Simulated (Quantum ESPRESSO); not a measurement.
**TePb (Fm-3m): Raman and infrared activity**

Aim: Raman and infrared lines of TePb (Fm-3m).

Main program and level: Quantum ESPRESSO 8.0 development, patched; DFT LDA, scalar-relativistic, plane waves, PseudoDojo norm-conserving pseudopotentials.

**Measured values to reproduce.**

For PbTe, rocksalt (melt-grown single-crystal fragment, about 42 um across, 125 K), “Correlated local dipoles in PbTe” (2017, arxiv:1709.02863) gives, by single-crystal x-ray diffraction: lattice constant a (cubic lattice constant a at 125 K) 6.4397 ± 0.0001 Å.

For PbTe, rock salt (bulk crystal, 5 K), “Lattice Properties of PbX (X = S, Se, Te): Experimental Studies and ab initio Calculations Including Spin-Orbit Effects” (2008, arxiv:0808.3152) quotes earlier work: infrared mode (TO at Gamma) 18 cm⁻¹ [soft, strongly anharmonic mode near a ferroelectric instability].

## Step 1: The structure

Symmetry: Fm-3m, No. 225, cubic system. Conventional cell: a = 6.462 Å, b = 6.462 Å, c = 6.462 Å, α = 90.00°, β = 90.00°, γ = 90.00°. Nearest to Te lie 6 Pb at 3.23 Å. Nearest to Pb lie 6 Te at 3.23 Å. Farther neighbours and most contacts between anions are not listed.

## Step 2: A first look

Before anything dear is run, a loose run with smearing shows whether this is a metal and how far the cell is from rest.

File probe.in:

```
&CONTROL
  calculation = 'scf'
  prefix      = 'x'
  outdir      = './tmp'
  pseudo_dir  = './pseudo'
  tprnfor     = .true.
  tstress     = .true.
  verbosity   = 'high'
/
&SYSTEM
  ibrav       = 0
  nat         = 2
  ntyp        = 2
  ecutwfc     = 82.0
  occupations = 'smearing'
  smearing    = 'gaussian'
  degauss     = 0.01
/
&ELECTRONS
  conv_thr         = 1.0d-07
  mixing_beta      = 0.7
  electron_maxstep = 100
/
ATOMIC_SPECIES
 Te    127.6000  Te.upf
 Pb    207.2000  Pb.upf
CELL_PARAMETERS angstrom
    -3.231000000    0.000000000    3.231000000
     0.000000000    3.231000000    3.231000000
    -3.231000000    3.231000000    0.000000000
ATOMIC_POSITIONS crystal
 Te     0.500000000   0.500000000   0.500000000
 Pb     0.000000000   0.000000000   0.000000000
K_POINTS automatic
 6 6 6 0 0 0
```

On the command line:

```bash
> OMP_NUM_THREADS=1 mpirun -n 4 pw.x -nk 4 -in probe.in > probe.out
```

Log:

```text
[banners, grids, parts of the stress and lines that vanish by symmetry left out]
Program PWSCF v.8.0dev
     Message from routine setup:
     using ibrav=0 with symmetry is DISCOURAGED, use correct ibrav instead
[...]
kinetic-energy cutoff     =      82.0000  Ry
     charge density cutoff     =     328.0000  Ry
     scf convergence threshold =      1.0E-07
[...]
Exchange-correlation= SLA-PW-NOGX-NOGC
                           (   1   4   0   0   0   0   0)
[...]
48 Sym. Ops., with inversion, found
[...]
(     0          1          0      )
                  (     0          0          1      )
[...]
(  0.0000000  1.0000000  0.0000000 )
                  (  0.0000000  0.0000000  1.0000000 )
[...]
(     1          0         -1      )
                  (     0          0         -1      )
[...]
(  0.0000000 -1.0000000  0.0000000 )
[...]
(     0          1         -1      )
                  (     0          1          0      )
[...]
( -1.0000000  0.0000000  0.0000000 )
                  (  0.0000000  1.0000000  0.0000000 )
[...]
number of k points=    16  Gaussian smearing, width (Ry)=  0.0100
[...]
End of self-consistent calculation
[...]
the Fermi energy is     9.0024 ev
!    total energy              =    -349.83945410 Ry
[...]
convergence has been achieved in   6 iterations
[...]
atom    1 type  1   force =     0.00000000    0.00000000    0.00000000
     atom    2 type  2   force =     0.00000000    0.00000000    0.00000000
[...]
Total force =     0.000000     Total SCF correction =     0.000000
[...]
total   stress  (Ry/bohr**3)                   (kbar)     P=      -17.07
[...]
XML data file, charge density, pseudopotentials, collected wavefunctions

   JOB DONE.
```

The job ended after 14 s (4 MPI ranks of AMD EPYC (Zen 3), shared host).

Numbers from this step:

- volume per atom: 33.73 Å³
- pressure: -1.707 GPa
- gap on the k-mesh: 0.6554 eV

A gap of 0.66 eV opens on this mesh, so the crystal is taken as an insulator; the start stands at -1.7 GPa.

## Step 3: Relaxing the cell and atoms

The relaxation runs at a cutoff a fifth above that of the response, since stress converges more slowly with the basis than frequencies do. Forces and stress are brought to rest with tight thresholds.

File relax.in:

```
&CONTROL
  calculation   = 'vc-relax'
  prefix        = 'x'
  outdir        = './tmp'
  pseudo_dir    = './pseudo'
  tprnfor       = .true.
  tstress       = .true.
  forc_conv_thr = 2.0d-05
  etot_conv_thr = 1.0d-07
  nstep         = 40
/
&SYSTEM
  ibrav       = 0
  nat         = 2
  ntyp        = 2
  ecutwfc     = 98
  occupations = 'fixed'
  nbnd        = 17
/
&ELECTRONS
  conv_thr         = 1.0d-11
  mixing_beta      = 0.7
  electron_maxstep = 100
/
&IONS
/
&CELL
  press_conv_thr = 0.2
/
ATOMIC_SPECIES
 Te    127.6000  Te.upf
 Pb    207.2000  Pb.upf
CELL_PARAMETERS angstrom
    -3.231000000    0.000000000    3.231000000
     0.000000000    3.231000000    3.231000000
    -3.231000000    3.231000000    0.000000000
ATOMIC_POSITIONS crystal
 Te     0.500000000   0.500000000   0.500000000
 Pb     0.000000000   0.000000000   0.000000000
K_POINTS automatic
 8 8 8 0 0 0
```

On the command line:

```bash
> OMP_NUM_THREADS=1 mpirun -n 4 pw.x -nk 4 -in relax.in > relax.out
```

Log:

```text
[banners, grids, parts of the stress and lines that vanish by symmetry left out]
[banner, memory and clock lines left out]
Program PWSCF v.8.0dev

[...]
kinetic-energy cutoff     =      98.0000  Ry
     charge density cutoff     =     392.0000  Ry
     scf convergence threshold =      1.0E-11
[...]
energy convergence thresh.=      1.0E-07
     force convergence thresh. =      2.0E-05
     press convergence thresh. =      2.0E-01
     Exchange-correlation= SLA-PW-NOGX-NOGC
                           (   1   4   0   0   0   0   0)
[...]
48 Sym. Ops., with inversion, found
[...]
number of k points=    29
[...]
End of self-consistent calculation
[...]
highest occupied, lowest unoccupied level (ev):     8.6749    9.3304
!    total energy              =    -349.83943464 Ry
[...]
convergence has been achieved in  12 iterations
[...]
atom    1 type  1   force =     0.00000000    0.00000000    0.00000000
     atom    2 type  2   force =     0.00000000    0.00000000   -0.00000000
     Total force =     0.000000     Total SCF correction =     0.000000
[...]
total   stress  (Ry/bohr**3)                   (kbar)     P=      -17.10
[...]
number of bfgs steps    =   0
[...]
CELL_PARAMETERS (angstrom)
[...]
ATOMIC_POSITIONS (crystal)
Te               0.5000000000        0.5000000000        0.5000000000
Pb              -0.0000000000       -0.0000000000        0.0000000000
[...]
New effective cutoffs (rho, wfc):  394.11   98.56
[...]
End of self-consistent calculation
[...]
highest occupied, lowest unoccupied level (ev):     8.8195    9.4576
!    total energy              =    -349.83984621 Ry
[...]
convergence has been achieved in   8 iterations
[...]
atom    1 type  1   force =     0.00000000    0.00000000    0.00000000
     atom    2 type  2   force =     0.00000000    0.00000000   -0.00000000
     Total force =     0.000000     Total SCF correction =     0.000000
[...]
total   stress  (Ry/bohr**3)                   (kbar)     P=      -13.46
[...]
number of bfgs steps    =   1
[...]
CELL_PARAMETERS (angstrom)
[...]
ATOMIC_POSITIONS (crystal)
Te               0.5000000000        0.5000000000        0.5000000000
Pb              -0.0000000000        0.0000000000        0.0000000000
[...]
New effective cutoffs (rho, wfc):  397.58   99.43
[...]
End of self-consistent calculation
[...]
highest occupied, lowest unoccupied level (ev):     9.0402    9.6510
!    total energy              =    -349.84027086 Ry
[...]
convergence has been achieved in  10 iterations
[...]
atom    1 type  1   force =     0.00000000    0.00000000    0.00000000
     atom    2 type  2   force =    -0.00000000   -0.00000000   -0.00000000
     Total force =     0.000000     Total SCF correction =     0.000000
[...]
total   stress  (Ry/bohr**3)                   (kbar)     P=       -7.67
[...]
number of bfgs steps    =   2
[...]
CELL_PARAMETERS (angstrom)
[...]
ATOMIC_POSITIONS (crystal)
[...]
New effective cutoffs (rho, wfc):  402.16  100.57
[...]
End of self-consistent calculation
[...]
highest occupied, lowest unoccupied level (ev):     9.3337    9.9073
!    total energy              =    -349.84046051 Ry
[...]
convergence has been achieved in  10 iterations
[...]
atom    1 type  1   force =    -0.00000000    0.00000000   -0.00000000
     atom    2 type  2   force =     0.00000000    0.00000000   -0.00000000
     Total force =     0.000000     Total SCF correction =     0.000000
[...]
total   stress  (Ry/bohr**3)                   (kbar)     P=        0.44
[...]
number of bfgs steps    =   3
[...]
CELL_PARAMETERS (angstrom)
[...]
ATOMIC_POSITIONS (crystal)
[...]
New effective cutoffs (rho, wfc):  401.91  100.51
[...]
End of self-consistent calculation
[...]
highest occupied, lowest unoccupied level (ev):     9.3179    9.8935
!    total energy              =    -349.84046109 Ry
[...]
convergence has been achieved in   8 iterations
[...]
atom    1 type  1   force =     0.00000000    0.00000000    0.00000000
     atom    2 type  2   force =     0.00000000   -0.00000000    0.00000000
     Total force =     0.000000     Total SCF correction =     0.000000
[...]
total   stress  (Ry/bohr**3)                   (kbar)     P=       -0.01
[...]
number of bfgs steps    =   4
[...]
small trust_radius: resetting bfgs history
[...]
CELL_PARAMETERS (angstrom)
[...]
ATOMIC_POSITIONS (crystal)
[...]
New effective cutoffs (rho, wfc):  401.91  100.51
[...]
End of self-consistent calculation
[...]
highest occupied, lowest unoccupied level (ev):     9.3180    9.8936
!    total energy              =    -349.84046109 Ry
[...]
convergence has been achieved in   3 iterations
[...]
atom    1 type  1   force =    -0.00000000   -0.00000000    0.00000000
     atom    2 type  2   force =     0.00000000    0.00000000    0.00000000
     Total force =     0.000000     Total SCF correction =     0.000000
[...]
total   stress  (Ry/bohr**3)                   (kbar)     P=       -0.01
[...]
bfgs converged in   6 scf cycles and   5 bfgs steps
[...]
End of BFGS Geometry Optimization
     Final enthalpy           =    -349.8404610881 Ry
     File ./tmp/x.bfgs deleted, as requested
[...]
CELL_PARAMETERS (angstrom)
[...]
ATOMIC_POSITIONS (crystal)
Te               0.5000000000        0.5000000000        0.5000000000
Pb              -0.0000000000       -0.0000000000        0.0000000000
[...]
Final scf calculation at the relaxed structure.
[...]
kinetic-energy cutoff     =      98.0000  Ry
     charge density cutoff     =     392.0000  Ry
     scf convergence threshold =      1.0E-13
[...]
press convergence thresh. =      2.0E-01
     Exchange-correlation= SLA-PW-NOGX-NOGC
                           (   1   4   0   0   0   0   0)
[...]
48 Sym. Ops., with inversion, found
[...]
number of k points=    29
[...]
End of self-consistent calculation
[...]
highest occupied, lowest unoccupied level (ev):     9.3180    9.8936
!    total energy              =    -349.84044839 Ry
[...]
convergence has been achieved in  13 iterations
[...]
atom    1 type  1   force =    -0.00000000    0.00000000   -0.00000000
     atom    2 type  2   force =     0.00000000    0.00000000    0.00000000
     Total force =     0.000000     Total SCF correction =     0.000000
[...]
total   stress  (Ry/bohr**3)                   (kbar)     P=        0.02
[...]
XML data file, charge density, pseudopotentials, collected wavefunctions
```

Elapsed: 4.6 min, on 4 MPI ranks.

Step by step:

| step | energy less that of the first step (eV) | largest force (eV/Å) | pressure (GPa) | volume (Å³) |
| --- | --- | --- | --- | --- |
| 1 | 0.0000 | 0.0000 | -1.71 | 67.46 |
| 2 | -0.0056 | 0.0000 | -1.35 | 66.87 |
| 3 | -0.0114 | 0.0000 | -0.77 | 66.00 |
| 4 | -0.0140 | 0.0000 | 0.04 | 64.88 |
| 5 | -0.0140 | 0.0000 | 0.00 | 64.94 |
| 6 | -0.0140 | 0.0000 | 0.00 | 64.94 |
| 7 | -0.0138 | 0.0000 | 0.00 | 64.94 |

| conventional cell, symmetrised | before | after | change |
| --- | --- | --- | --- |
| a (Å) | 6.462 | 6.380 | -1.3 % |
| b (Å) | 6.462 | 6.380 | -1.3 % |
| c (Å) | 6.462 | 6.380 | -1.3 % |
| volume (Å³/atom) | 33.73 | 32.47 | -3.7 % |

Final coordinates:

```cif
data_structure
_symmetry_space_group_name_H-M 'P 1'
_symmetry_Int_Tables_number 1
_cell_length_a 4.5116
_cell_length_b 4.5116
_cell_length_c 4.5116
_cell_angle_alpha 60.000
_cell_angle_beta 60.000
_cell_angle_gamma 60.000
_cell_volume 64.94
loop_
_atom_site_label
_atom_site_type_symbol
_atom_site_fract_x
_atom_site_fract_y
_atom_site_fract_z
_atom_site_occupancy
Te1 Te 0.50000 0.50000 0.50000 1
Pb2 Pb 0.00000 0.00000 0.00000 1
```

The last row of the table of steps is pw.x's closing run on a basis chosen anew for the final cell, so its energy can jump.

Numbers from this step:

```yaml
volume_per_atom: 32.47 Å³
pressure: 0.002 GPa
gap_on_the_k_mesh: 0.5756 eV
```

The volume changes by -3.7 % from the cell with which this run began.

## Step 4: Self-consistent run for the response

Perturbation theory inherits every error of the wavefunctions, so the threshold is set near the limit of the arithmetic. With a gap, occupations are fixed, which also allows the response to an electric field.

File scf.in:

```
&CONTROL
  calculation = 'scf'
  prefix      = 'x'
  outdir      = './tmp'
  pseudo_dir  = './pseudo'
  tprnfor     = .true.
  tstress     = .true.
/
&SYSTEM
  ibrav       = 0
  nat         = 2
  ntyp        = 2
  ecutwfc     = 82.0
  occupations = 'fixed'
  nbnd        = 17
/
&ELECTRONS
  conv_thr         = 1.0d-12
  mixing_beta      = 0.7
  electron_maxstep = 100
/
ATOMIC_SPECIES
 Te    127.6000  Te.upf
 Pb    207.2000  Pb.upf
CELL_PARAMETERS angstrom
    -3.190191866    0.000000000    3.190191866
     0.000000000    3.190191866    3.190191866
    -3.190191866    3.190191866    0.000000000
ATOMIC_POSITIONS crystal
 Te     0.500000000   0.500000000   0.500000000
 Pb     0.000000000   0.000000000   0.000000000
K_POINTS automatic
 8 8 8 0 0 0
```

On the command line:

```bash
> OMP_NUM_THREADS=1 mpirun -n 4 pw.x -nk 4 -in scf.in > scf.out
```

Log:

```text
[banners, grids, parts of the stress and lines that vanish by symmetry left out]
[banner, memory and clock lines left out]
Program PWSCF v.8.0dev

[...]
kinetic-energy cutoff     =      82.0000  Ry
     charge density cutoff     =     328.0000  Ry
     scf convergence threshold =      1.0E-12
[...]
Exchange-correlation= SLA-PW-NOGX-NOGC
                           (   1   4   0   0   0   0   0)
[...]
48 Sym. Ops., with inversion, found
[...]
number of k points=    29
[...]
End of self-consistent calculation
[...]
highest occupied, lowest unoccupied level (ev):     9.3181    9.8936
!    total energy              =    -349.84038354 Ry
[...]
convergence has been achieved in  12 iterations
[...]
atom    1 type  1   force =    -0.00000000   -0.00000000   -0.00000000
     atom    2 type  2   force =     0.00000000    0.00000000    0.00000000
     Total force =     0.000000     Total SCF correction =     0.000000
[...]
total   stress  (Ry/bohr**3)                   (kbar)     P=       -0.03
[...]
XML data file, charge density, pseudopotentials, collected wavefunctions
```

Wall time 37 s (4 MPI ranks).

Read from the output:

- pressure: -0.003000 GPa
- gap on the k-mesh: 0.5755 eV

The cell stands at -0.0030 GPa, close enough for phonons.

(Part 1 of 3 ends here.)

[Host names and launcher messages were left out of these logs when they were recorded.]

[Logs are printed without paths, hosts, clocks, repeated set-up lines and the standing remarks that a program may print on its own settings, such as how far it seeks lower states.]

[Hosts, paths, dates, database ids (printed as entryN), source tags and the programs' standing remarks are cut or masked in the printed files.]
